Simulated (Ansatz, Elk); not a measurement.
# How far do independent atoms describe KAl3?

The structure of KAl3 used here is made up (a known structure type with other elements) and was relaxed beforehand with r2SCAN. The aim is the Fourier transform of its all-electron density, F(hkl), set beside the sum over free spherical atoms that refinements use.

Program: Elk 11.2.3 (patched build). Level of theory: DFT, PBE, all-electron APW+lo, Dirac cores, scalar-relativistic bands, static density, no spin. Results are calculated unless marked as measured.

The structure was built from a prototype and need not be the compound's stable phase.

## Step 1: The starting structure

The structure is hexagonal, space group P-6m2 (No. 187). The conventional cell has a = 3.117 Å, b = 3.117 Å, c = 10.206 Å, α = 90.00°, β = 90.00°, γ = 120.00°. Nearest to K lie 6 K at 3.12 Å and 6 Al at 3.48 Å. Al has 9 Al at 2.78 to 3.12 Å and 3 K at 3.48 Å nearest. Nearest to Al lie 6 Al at 2.78 Å. Farther neighbours are not listed.

## Step 2: Ground state and structure factors

An all-electron density is needed, since X-rays see the cores too. Task 0 finds the density and task 195 Fourier-transforms it; tshift is off so that phases refer to the origin typed.

elk.in

```
tasks
  0
  195

xctype
  20

spinpol
  .false.

rgkmax
  7.0

gmaxvr
  14.0

lmaxo
  7

lmaxapw
  8

swidth
  0.002

tshift
  .false.

ramdisk
  .false.

hmaxvr
  5.5

maxscl
  120

epspot
  1e-06

sppath
  './'

avec
  5.88943651520 -0.00000000000 0.00000000000
  -2.94471825760 5.10040163614 0.00000000000
  0.00000000000 0.00000000000 19.28567238224

atoms
  2
  'K.in'
  1
  -0.0000000000 0.0000000000 0.0000000000   0.000000 0.000000 0.000000
  'Al.in'
  3
  0.6666666667 0.3333333333 0.7079194890   0.000000 0.000000 0.000000
  0.6666666667 0.3333333333 0.2920805110   0.000000 0.000000 0.000000
  -0.0000000000 0.0000000000 0.5000000000   0.000000 0.000000 0.000000

ngridk
  8 8 3
```

Command:

```console
$ OMP_NUM_THREADS=4 elk
```

Numbers of over 12 decimals in the logs are rounded to 6 here.

Output:

```text
┌─────────────────────────┐
│ Elk code version 11.2.3 │
└─────────────────────────┘

All units are atomic (Hartree, Bohr, etc.)

┌─────────────────────────────────────────────────┐
│ Ground-state run starting from atomic densities │
└─────────────────────────────────────────────────┘

Lattice vectors :
   5.889436515      -0.000000000       0.000000000
  -2.944718258       5.100401636       0.000000000
   0.000000000       0.000000000       19.28567238

Reciprocal lattice vectors :
   1.066856785      0.6159500521      -0.000000000
   0.000000000       1.231900104      -0.000000000
  -0.000000000      -0.000000000      0.3257955016

Unit cell volume      :    579.3125086
Brillouin zone volume :   0.4281803168

Muffin-tin inner radius fraction :   0.1000000000E-01

Nuclei treated as point charges

Species : 1 (K)
 parameters loaded from : K.in
 name : potassium
 nuclear charge    :   -19.00000000
 electronic charge :    19.00000000
 atomic mass :    71271.84090
 muffin-tin radius :    2.400000000
 number of radial points in muffin-tin :    993
 inner part over the whole radius :   0.9891652203E-02
 number on inner part of muffin-tin    :    697
 approximate nuclear radius :   0.6514746337E-04
 number of mesh points to nuclear radius :    319
 atomic positions (lattice), magnetic fields (Cartesian) :
  1 :   0.00000000  0.00000000  0.00000000    0.00000000  0.00000000  0.00000000

Species : 2 (Al)
 parameters loaded from : Al.in
 name : aluminium
 nuclear charge    :   -13.00000000
 electronic charge :    13.00000000
 atomic mass :    49184.33496
 muffin-tin radius :    2.200000000
 number of radial points in muffin-tin :    793
 inner part over the whole radius :   0.9821194981E-02
 number on inner part of muffin-tin    :    552
 approximate nuclear radius :   0.5839653600E-04
 number of mesh points to nuclear radius :    244
 atomic positions (lattice), magnetic fields (Cartesian) :
  1 :   0.66666667  0.33333333  0.70791949    0.00000000  0.00000000  0.00000000
  2 :   0.66666667  0.33333333  0.29208051    0.00000000  0.00000000  0.00000000
  3 :   0.00000000  0.00000000  0.50000000    0.00000000  0.00000000  0.00000000

Total number of atoms per unit cell :    4
Total muffin-tin volume :    191.7125501
 ratio of muffin-tin to unit cell volume :   0.3309311421

Spin treatment :
 spin-unpolarised

Number of Bravais lattice symmetries :   24
Number of crystal symmetries         :   12
Crystal has no inversion symmetry
Complex Hermitian eigensolver will be used

k-point grid :      8     8     3
k-point offset :    0.000000000       0.000000000       0.000000000
k-point set is reduced with full crystal symmetry group
Total number of k-points :       30

Muffin-tin radius times maximum |G+k| :    7.000000000
 using average radius
Maximum |G+k| for APW functions       :    3.111111111
Maximum (1/2)|G+k|²                   :    4.839506173
Maximum |G| for potential and density :    14.00000000
Constant for pseudocharge density :    8
 order of it for each species :   15  15
 order of it for pair densities of each species (exact exchange by exxq0 0: 16) :   11   9
Radial integration step length :    1

G-vector grid sizes :     27    27    90
Number of G-vectors :    26815

Maximum angular momentum used for
 APW functions            :    8
 outer part of muffin-tin :    7
 inner part of muffin-tin :    2

Total nuclear charge    :   -58.00000000
Total core charge       :    22.00000000
Total valence charge    :    36.00000000
Total excess charge     :    0.000000000
Total electronic charge :    58.00000000

Effective Wigner radius, rₛ :    1.335976342

Number of empty states         :     16
Total number of valence states :     35
Total number of core states    :     22

Third-order local-orbitals added for an l without core states : T
Total number of local-orbitals :     38

Exchange-correlation functional :     20     0     0
 Perdew-Burke-Ernzerhof, Phys. Rev. Lett. 77, 3865 (1996)
 gradient requirement :    1
[...]
xc potential                :     -116.60786106579
 exchange                    :     -86.995607573882
 correlation                 :     -2.287519
 electron entropic           :    -0.65447439767490E-03
 total energy                :     -1331.3148273231

Density of states at Fermi energy :    51.36384385
 (states/Hartree/unit cell)

Estimated indirect band gap :   0.1646171645E-02
 from k-point 15 to k-point 30
Estimated direct band gap   :   0.4904503989E-02
 at k-point 15

Charges :
 core                        :    22.00000000
 valence                     :    36.00000000
 interstitial                :    6.887696853
 muffin-tins (core leakage)
  species : 1 (K)
   atom 1                    :    17.57244053     ( -0.1009070996E-06)
  species : 2 (Al)
   atom 1                    :    11.15547141     (  0.4774759895E-03)
[...]
total in muffin-tins        :    51.11230315
 total calculated charge     :    57.99858241
 total charge                :    58.00000000
 error                       :   0.1417588512E-02

RMS change in Kohn-Sham potential (target) :   0.6201732755     (  0.1000000000E-05)
Absolute change in total energy (target)   :   0.1271511350E-01 (  0.1000000000E-03)

[... loops 3 to 13 left out ...]

┌──────────────────┐
│ Loop number : 14 │
└──────────────────┘

Energies :
 Fermi                       :     0.210356
 sum of occupied eigenvalues :     -738.29479276207
 electron kinetic            :      1336.1608679360
 core electron kinetic       :      1114.0740822907
 Coulomb                     :     -2577.3947256754
 Coulomb potential           :     -1959.0742700318
 nuclear-nuclear             :     -232.36454389261
 electron-nuclear            :     -2736.0779209817
 Hartree                     :      391.04773919892
 Madelung                    :     -1597.8575906595
 xc potential                :     -115.38139066628
 exchange                    :     -87.020634619313
 correlation                 :     -2.288446
 electron entropic           :    -0.52663769873536E-03
 total energy                :     -1330.5434647842

Density of states at Fermi energy :    40.23303036
 (states/Hartree/unit cell)

Estimated indirect band gap :   0.4005975864E-02
 from k-point 29 to k-point 15
Estimated direct band gap   :   0.4314619256E-02
 at k-point 15

Charges :
 core                        :    22.00000000
 valence                     :    36.00000000
 interstitial                :    6.863610913
 muffin-tins (core leakage)
  species : 1 (K)
[...]
species : 2 (Al)
[...]
total in muffin-tins        :    51.13638909
 total calculated charge     :    57.99862644
 total charge                :    58.00000000
 error                       :   0.1373559006E-02

RMS change in Kohn-Sham potential (target) :   0.8452719401E-06 (  0.1000000000E-05)
Absolute change in total energy (target)   :   0.6974487019E-04 (  0.1000000000E-03)

Convergence targets achieved

┌──────────────────┐
│ Loop number : 15 │
└──────────────────┘

Energies :
 Fermi                       :     0.210356
 sum of occupied eigenvalues :     -738.29477177979
 electron kinetic            :      1336.1608827003
 core electron kinetic       :      1114.0740874977
 Coulomb                     :     -2577.3947246192
 Coulomb potential           :     -1959.0742694562
 nuclear-nuclear             :     -232.36454389261
 electron-nuclear            :     -2736.0779194942
 Hartree                     :      391.04773876758
 Madelung                    :     -1597.8575898911
 xc potential                :     -115.38138502388
 exchange                    :     -87.020634527178
 correlation                 :     -2.288446
 electron entropic           :    -0.52663491002620E-03
 total energy                :     -1330.5434488562

Density of states at Fermi energy :    40.23278393
 (states/Hartree/unit cell)

Estimated indirect band gap :   0.4005975511E-02
 from k-point 29 to k-point 15
Estimated direct band gap   :   0.4314647082E-02
 at k-point 15

Charges :
 core                        :    22.00000000
 valence                     :    36.00000000
 interstitial                :    6.863610786
 muffin-tins (core leakage)
  species : 1 (K)
[...]
species : 2 (Al)
   atom 1                    :    11.13864082     (  0.4631233651E-03)
   atom 2                    :    11.13864082     (  0.4631233651E-03)
   atom 3                    :    11.18900076     (  0.4670980965E-03)
 total in muffin-tins        :    51.13638921
 total calculated charge     :    57.99862644
 total charge                :    58.00000000
 error                       :   0.1373558994E-02

┌──────────────────────────────┐
│ Self-consistent loop stopped │
└──────────────────────────────┘

Warning : core states of species 2 leak from the muffin-tin :   0.4670980965E-03

Wrote STATE.OUT
```

The job ended after 36 s (4 threads of Arm Neoverse N1, shared host; peak memory 0.18 GiB).

SFACRHO.OUT:

```text

h k l indices transformed by vhmat matrix:
   1.000000000       0.000000000       0.000000000    
   0.000000000       1.000000000       0.000000000    
   0.000000000       0.000000000       1.000000000    

      h      k      l  multipl.   |H|            Re(F)            Im(F)           |F|

      0      0      0      1   0.0000000       57.999999      0.69284879E-16   57.999999    
      0      0     -1      2  0.32579550     -0.79267288     -0.52827563E-14  0.79267288    
      0      0     -2      2  0.65159100       8.4488409     -0.14700864E-13   8.4488409    
      0      0     -3      2  0.97738650       19.399135      0.27731157E-14   19.399135    
      0      1      0      3   1.2319001       14.171349       16.289261       21.590905    
     -1      1      0      3   1.2319001       14.171349      -16.289261       21.590905    
      0     -1     -1      6   1.2742529       7.1031824       4.1898734       8.2468320    
      1     -1      1      6   1.2742529       7.1031824      -4.1898734       8.2468321    
      0      0     -4      2   1.3031820       31.761300      0.46696786E-13   31.761300    
      0     -1      2      6   1.3936100       30.130821       13.372478       32.964974    
      1     -1     -2      6   1.3936100       30.130821      -13.372478       32.964974    
      0     -1     -3      6   1.5725337      -1.9337149      -10.552913       10.728617    
      0      1      3      6   1.5725337      -1.9337149       10.552913       10.728617    
      0      0      5      2   1.6289775      -12.268350      0.10294197E-12   12.268350    
     -1      0     -4      6   1.7932822       15.896576       6.9517187       17.350145    
      1      0      4      6   1.7932822       15.896576      -6.9517187       17.350145    
      0      0     -6      2   1.9547730       19.249373      0.33524505E-13   19.249373    
     -1      0     -5      6   2.0423383       10.604969      -13.029462       16.799769
```

Elk indexes on the primitive cell of elk.in and gives |H| = 4π sin θ/λ in inverse bohr. Below, one row stands for each form hkl of the conventional cell (m members, Friedel mates merged), F is for one primitive cell and the density is static (no thermal factor). Free-atom factors are Waasmaier and Kirfel's, and R is Σm||F|−|F'||/Σm|F|.

```csv
hkl,m,sin θ/λ (Å⁻¹),"abs F, DFT",neutral atoms,diff.,abs of complex diff.
001,2,0.049,0.793,0.741,+0.052,0.052
002,2,0.098,8.449,8.593,-0.144,0.144
003,2,0.147,19.399,19.639,-0.240,0.240
100,6,0.185,21.591,21.585,+0.006,0.011
101,12,0.192,8.247,8.266,-0.019,0.020
004,2,0.196,31.761,32.127,-0.366,0.366
102,12,0.210,32.965,33.104,-0.139,0.150
103,12,0.236,10.729,10.875,-0.146,0.237
005,2,0.245,12.268,12.649,-0.381,0.381
104,12,0.270,17.350,17.390,-0.040,0.048
006,2,0.294,19.249,19.312,-0.062,0.062
105,12,0.307,16.800,16.818,-0.018,0.059
110,6,0.321,33.413,33.417,-0.004,0.004
111,12,0.325,1.117,1.142,-0.025,0.025
112,12,0.336,4.776,4.762,+0.013,0.013
007,2,0.343,16.874,16.863,+0.011,0.011
106,12,0.347,17.206,17.187,+0.018,0.020
113,12,0.353,12.955,12.950,+0.005,0.005
```

## Step 3: The highest occupied states alone

An energy window below the Fermi level keeps the highest occupied states, to see at which angles they scatter; shallow core shells can lie inside it and anion s states outside. No new self-consistency is needed.

Edit elk.in of step 2 so:

```diff
@@ -1,3 +1,2 @@
 tasks
-  0
   195
@@ -40,2 +39,5 @@
 
+wsfac
+  -0.340880 0.510360
+
 sppath
```

Command:

```console
$ OMP_NUM_THREADS=4 elk
```

Output:

```text
┌─────────────────────────────────┐
│ Elk code version 11.2.3 started │
└─────────────────────────────────┘

Info(readinput): the functional depends on the density's gradient
 muffin-tin radial points multiplied by    2.00000
 (not where nrmtscf is given)

┌────────────────────┐
│ Current task : 195 │
└────────────────────┘

Info(sfacrho): density structure factors written to SFACRHO.OUT

 Energy window :  -0.3408800000      0.5103600000

┌──────────────────┐
│ Elk code stopped │
└──────────────────┘
```

It took 11 s on 4 threads; peak memory 0.18 GiB.

States within 15 eV below the Fermi level hold 10.00 electrons; any levels below the window count with the cores. Their amplitudes can exceed the total, where window and core parts have opposite phase:

```csv
hkl,sin θ/λ (Å⁻¹),"abs F, window","abs F, all"
001,0.049,3.316,0.793
002,0.098,1.162,8.449
003,0.147,0.047,19.399
100,0.185,0.497,21.591
101,0.192,0.171,8.247
004,0.196,0.037,31.761
102,0.210,0.180,32.965
103,0.236,0.243,10.729
005,0.245,0.413,12.268
104,0.270,0.082,17.350
```

## Step 4: Another functional

The difference from free atoms is small, so it is set against the change that LDA (Perdew-Wang) makes.

Edit elk.in of step 3 so:

```diff
@@ -1,2 +1,3 @@
 tasks
+  0
   195
@@ -4,3 +5,3 @@
 xctype
-  20
+  3
 
@@ -39,5 +40,2 @@
 
-wsfac
-  -0.340880 0.510360
-
 sppath
```

Command:

```console
$ OMP_NUM_THREADS=4 elk
```

Output:

```text
┌─────────────────────────┐
│ Elk code version 11.2.3 │
└─────────────────────────┘

All units are atomic (Hartree, Bohr, etc.)

┌─────────────────────────────────────────────────┐
│ Ground-state run starting from atomic densities │
└─────────────────────────────────────────────────┘

Lattice vectors :
   5.889436515      -0.000000000       0.000000000
  -2.944718258       5.100401636       0.000000000
   0.000000000       0.000000000       19.28567238

Reciprocal lattice vectors :
   1.066856785      0.6159500521      -0.000000000
[...]
muffin-tins (core leakage)
  species : 1 (K)
[...]
species : 2 (Al)
[...]
atom 2                    :    11.15833151     (  0.4905093021E-03)
   atom 3                    :    11.21047912     (  0.4951587529E-03)
 total in muffin-tins        :    51.18700386
 total calculated charge     :    57.99854765
 total charge                :    58.00000000
 error                       :   0.1452353920E-02

┌──────────────────────────────┐
│ Self-consistent loop stopped │
└──────────────────────────────┘

Warning : core states of species 2 leak from the muffin-tin :   0.4951587529E-03

Wrote STATE.OUT
[key lines of the parts left out:]
total energy                :     -1326.3202694631
```

The job ended after 27 s (4 threads; peak memory 0.18 GiB).

Against the first run R = 0.13 %; the largest change is -0.049 at 115.

## Step 5: A coarser k-mesh

About half the k-points along each axis test the sampling.

Edit elk.in of step 4 so:

```diff
@@ -5,3 +5,3 @@
 xctype
-  3
+  20
 
@@ -60,2 +60,2 @@
 ngridk
-  8 8 3
+  4 4 2
```

Command:

```console
$ OMP_NUM_THREADS=4 elk
```

Output:

```text
┌─────────────────────────┐
│ Elk code version 11.2.3 │
└─────────────────────────┘

All units are atomic (Hartree, Bohr, etc.)

┌─────────────────────────────────────────────────┐
│ Ground-state run starting from atomic densities │
└─────────────────────────────────────────────────┘

Lattice vectors :
   5.889436515      -0.000000000       0.000000000
  -2.944718258       5.100401636       0.000000000
   0.000000000       0.000000000       19.28567238

Reciprocal lattice vectors :
   1.066856785      0.6159500521      -0.000000000
[...]
muffin-tins (core leakage)
  species : 1 (K)
[...]
species : 2 (Al)
[...]
atom 2                    :    11.13005983     (  0.4622296376E-03)
   atom 3                    :    11.20600608     (  0.4689800345E-03)
 total in muffin-tins        :    51.13640917
 total calculated charge     :    57.99861739
 total charge                :    58.00000000
 error                       :   0.1382607074E-02

┌──────────────────────────────┐
│ Self-consistent loop stopped │
└──────────────────────────────┘

Warning : core states of species 2 leak from the muffin-tin :   0.4689800345E-03

Wrote STATE.OUT
[key lines of the parts left out:]
total energy                :     -1330.5347549955
```

Run time: 23 s. Hardware: 4 threads; peak memory 0.18 GiB; 46 s of CPU time.

Against the first run R = 0.01 %; the largest change is -0.066 at 003.

## Step 6: Basis size

The basis and the expansions that go with it are enlarged, to see whether the differences are converged.

Edit elk.in of step 5 so:

```diff
@@ -11,12 +11,12 @@
 rgkmax
-  7.0
+  8.5
 
 gmaxvr
-  14.0
+  18.0
 
 lmaxo
-  7
+  9
 
 lmaxapw
-  8
+  10
 
@@ -60,2 +60,2 @@
 ngridk
-  4 4 2
+  8 8 3
```

Command:

```console
$ OMP_NUM_THREADS=4 elk
```

Output:

```text
┌─────────────────────────┐
│ Elk code version 11.2.3 │
└─────────────────────────┘

All units are atomic (Hartree, Bohr, etc.)

┌─────────────────────────────────────────────────┐
│ Ground-state run starting from atomic densities │
└─────────────────────────────────────────────────┘

Lattice vectors :
   5.889436515      -0.000000000       0.000000000
  -2.944718258       5.100401636       0.000000000
   0.000000000       0.000000000       19.28567238

Reciprocal lattice vectors :
   1.066856785      0.6159500521      -0.000000000
[...]
muffin-tins (core leakage)
  species : 1 (K)
[...]
species : 2 (Al)
[...]
atom 2                    :    11.13892566     (  0.4630535073E-03)
   atom 3                    :    11.18927862     (  0.4670289950E-03)
 total in muffin-tins        :    51.13885900
 total calculated charge     :    57.99861001
 total charge                :    58.00000000
 error                       :   0.1389989781E-02

┌──────────────────────────────┐
│ Self-consistent loop stopped │
└──────────────────────────────┘

Warning : core states of species 2 leak from the muffin-tin :   0.4670289950E-03

Wrote STATE.OUT
[key lines of the parts left out:]
total energy                :     -1330.5458809527
```

Elapsed: 1.9 min, on 4 threads; peak memory 0.28 GiB.

Against the first run R = 0.00 %; the largest change is -0.002 at 005.

## Step 7: Settings against the effect

```csv
run,R against the first run (%),"R against neutral atoms, low angle (%)",wall time
"PBE, rgkmax 7",0.00,0.58,36 s
LDA (Perdew-Wang),0.13,0.59,27 s
k-mesh 4×4×2,0.01,0.60,23 s
rgkmax 8.5 with larger expansions,0.00,0.58,1.9 min
```

## Step 8: Summary of results

| Quantity | Value |
| --- | --- |
| R against neutral atoms, sin θ/λ < 0.3 Å⁻¹ | 0.58 % |
| R against neutral atoms, 0.3 to 0.82 Å⁻¹ | 0.13 % |

**Reading.** Independent neutral atoms miss the calculated amplitudes by R = 0.58 % below 0.3 Å⁻¹ and 0.13 % from there to 0.82 Å⁻¹; by shells, 1.52 % below 0.15 Å⁻¹ (3 forms), 0.53 % 0.15 to 0.3 (8 forms), 0.11 % 0.3 to 0.45 (20 forms), 0.13 % above 0.45 (94 forms). Bonding, aspherical density and the tables' own atoms all enter these figures, and the runs don't part them. The largest change of an amplitude is -0.38 electrons, at 005. R counts amplitudes alone; phases shift too. The window's part falls from 10.0 electrons at the origin to at most 0.17 between 0.45 and 0.82 Å⁻¹. Below 0.3 Å⁻¹ the changes that finished (LDA (Perdew-Wang), k-mesh 4×4×2 and rgkmax 8.5 with larger expansions) move F by R = 0.07 % at most, against the 0.58 % that separates it from free atoms. Part of the difference isn't bonding: the tables are fits to free atoms and ions calculated by other methods than this functional. Thermal motion, anomalous dispersion and extinction are left out.

[Logs are printed without paths, hosts, clocks, repeated set-up lines and the standing remarks that a program may print on its own settings, such as how far it seeks lower states.]

[Hosts, paths, dates, database ids (printed as entryN), source tags and the programs' standing remarks are cut or masked in the printed files.]
